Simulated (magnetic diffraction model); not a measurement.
**Y2Co3Sn5 below its ordering temperature**

Space group C2/c (no. 15), a = 12.0603 Å, b = 12.5740 Å, c = 6.0290 Å, β = 119.18°.

```csv
site,atom,x,y,z
4e,Sn,1/2,0.2252,1/4
4e,Sn,1/2,0.7697,1/4
8f,Sn,0.6555,0.0970,0.6576
4e,Sn,1/2,0.5013,3/4
8f,Y,0.7699,0.1353,0.2668
8f,Co,0.3863,0.6389,0.8833
4e,Co,1/2,0.9993,1/4
```

This is a made-up structure (elements placed in a structure type, unrelaxed), so the numbers test the method and describe no known phase.

Only Co is taken to order (form factors of Co2+); orders and moment sizes are assumed, and not adapted to the symmetry. Radiation: neutrons of λ = 1.594 Å, 5° to 30°; isotropic B of 0.14 Å² (Sn), 0.2 Å² (Y) and 0.19 Å² (Co). Simulated constant-wavelength pattern: nuclear and magnetic terms add, the magnetic one as |2.695 fm × Σ f S⊥ exp(2πi Q·r) exp(−B s²)|², summed over all Q at one angle with the factor 1/(sin²θ cos θ). For collinear order S is the moment m, which repeats by lattice and centring translations R with the sign exp(−2πi k·R). Free-ion form factors, Sears's scattering lengths of 1992, no absorption; a label names one of the reflections at its angle. The strongest nuclear line in the range is 100, and lines under 0.2 are left out.

Above the ordering temperature:

| 2θ (°) | index | I |
| --- | --- | --- |
| 14.57 | (0 2 0) | 12.8 |
| 16.86 | (1 1 -1) | 0.3 |
| 17.41 | (2 0 0) | 13.1 |
| 22.78 | (2 2 0) | 29.6 |
| 22.78 | (0 2 1) | 19.7 |
| 22.95 | (2 2 -1) | 15.2 |
| 23.62 | (1 3 0) | 97.5 |
| 24.17 | (1 1 1) | 84.5 |
| 24.49 | (3 1 -1) | 100.0 |
| 27.27 | (3 1 0) | 96.0 |
| 29.37 | (0 4 0) | 96.0 |

Below it (cell unchanged):

| 2θ (°) | I |
| --- | --- |
| 11.33 | 108.3 |
| 14.57 | 12.8 |
| 16.86 | 67.1 |
| 17.41 | 16.2 |
| 17.42 | 38.1 |
| 17.63 | 37.0 |
| 22.78 | 29.7 |
| 22.78 | 84.7 |
| 22.95 | 76.3 |
| 23.62 | 106.2 |
| 24.17 | 189.2 |
| 24.49 | 200.9 |
| 26.78 | 8.7 |
| 27.27 | 107.5 |
| 29.37 | 96.0 |

**Question.** Find the propagation vector, then choose among these models:
A. collinear moments along [010], 1.51 μB on Co; signs + at (0.3863, 0.6389, 0.8833), + at (0.6137, 0.3611, 0.1167), + at (1/2, 0.9993, 1/4), + at (1/2, 0.0007, 3/4), + at (0.6137, 0.6389, 0.6167), + at (0.3863, 0.3611, 0.3833)
B. collinear moments along [101], 1.51 μB on Co; signs + at (0.3863, 0.6389, 0.8833), + at (0.6137, 0.3611, 0.1167), + at (1/2, 0.9993, 1/4), − at (1/2, 0.0007, 3/4), + at (0.6137, 0.6389, 0.6167), + at (0.3863, 0.3611, 0.3833)
C. collinear moments along [101], 1.51 μB on Co; signs + at (0.3863, 0.6389, 0.8833), + at (0.6137, 0.3611, 0.1167), + at (1/2, 0.9993, 1/4), + at (1/2, 0.0007, 3/4), + at (0.6137, 0.6389, 0.6167), + at (0.3863, 0.3611, 0.3833)
D. collinear moments along [010], 1.51 μB on Co; signs + at (0.3863, 0.6389, 0.8833), + at (0.6137, 0.3611, 0.1167), + at (1/2, 0.9993, 1/4), − at (1/2, 0.0007, 3/4), + at (0.6137, 0.6389, 0.6167), + at (0.3863, 0.3611, 0.3833)

No line moves, and magnetic intensity falls on nuclear lines such as the one at 24.17°; new lines at (1 1 0), (0 0 1) and (2 0 -1) have whole indices that obey the lattice centring, at places with no nuclear intensity to speak of, so the magnetic cell equals the chemical primitive cell: k = 0.

Magnetic intensity, observed (below minus above) and for each model:

| 2θ (°) | index | observed | A | B | C | D |
| --- | --- | --- | --- | --- | --- | --- |
| 11.33 | (1 1 0) | 108.3 | <0.2 | 76.0 | <0.2 | 108.3 |
| 16.86 | (1 1 -1) | 66.8 | <0.2 | 82.1 | <0.2 | 66.8 |
| 17.41 | (2 0 0) | 3.0 | 62.8 | <0.2 | <0.2 | 3.0 |
| 22.78 | (0 2 1) | 65.0 | 41.8 | 94.3 | 60.7 | 65.0 |
| 23.62 | (1 3 0) | 8.7 | 26.9 | 54.6 | 169.8 | 8.7 |
| 24.17 | (1 1 1) | 104.8 | 72.7 | 55.1 | 38.2 | 104.8 |
| 24.49 | (3 1 -1) | 100.9 | 70.6 | 54.4 | 38.0 | 100.9 |
| 27.27 | (3 1 0) | 11.5 | 68.1 | 0.9 | 5.3 | 11.5 |

Model D matches.

The structure used: k = (0 0 0), collinear moments along [010], 1.51 μB on Co; signs + at (0.3863, 0.6389, 0.8833), + at (0.6137, 0.3611, 0.1167), + at (1/2, 0.9993, 1/4), − at (1/2, 0.0007, 3/4), + at (0.6137, 0.6389, 0.6167), + at (0.3863, 0.3611, 0.3833).

[Logs are printed without paths, hosts, clocks, repeated set-up lines and the standing remarks that a program may print on its own settings, such as how far it seeks lower states.]
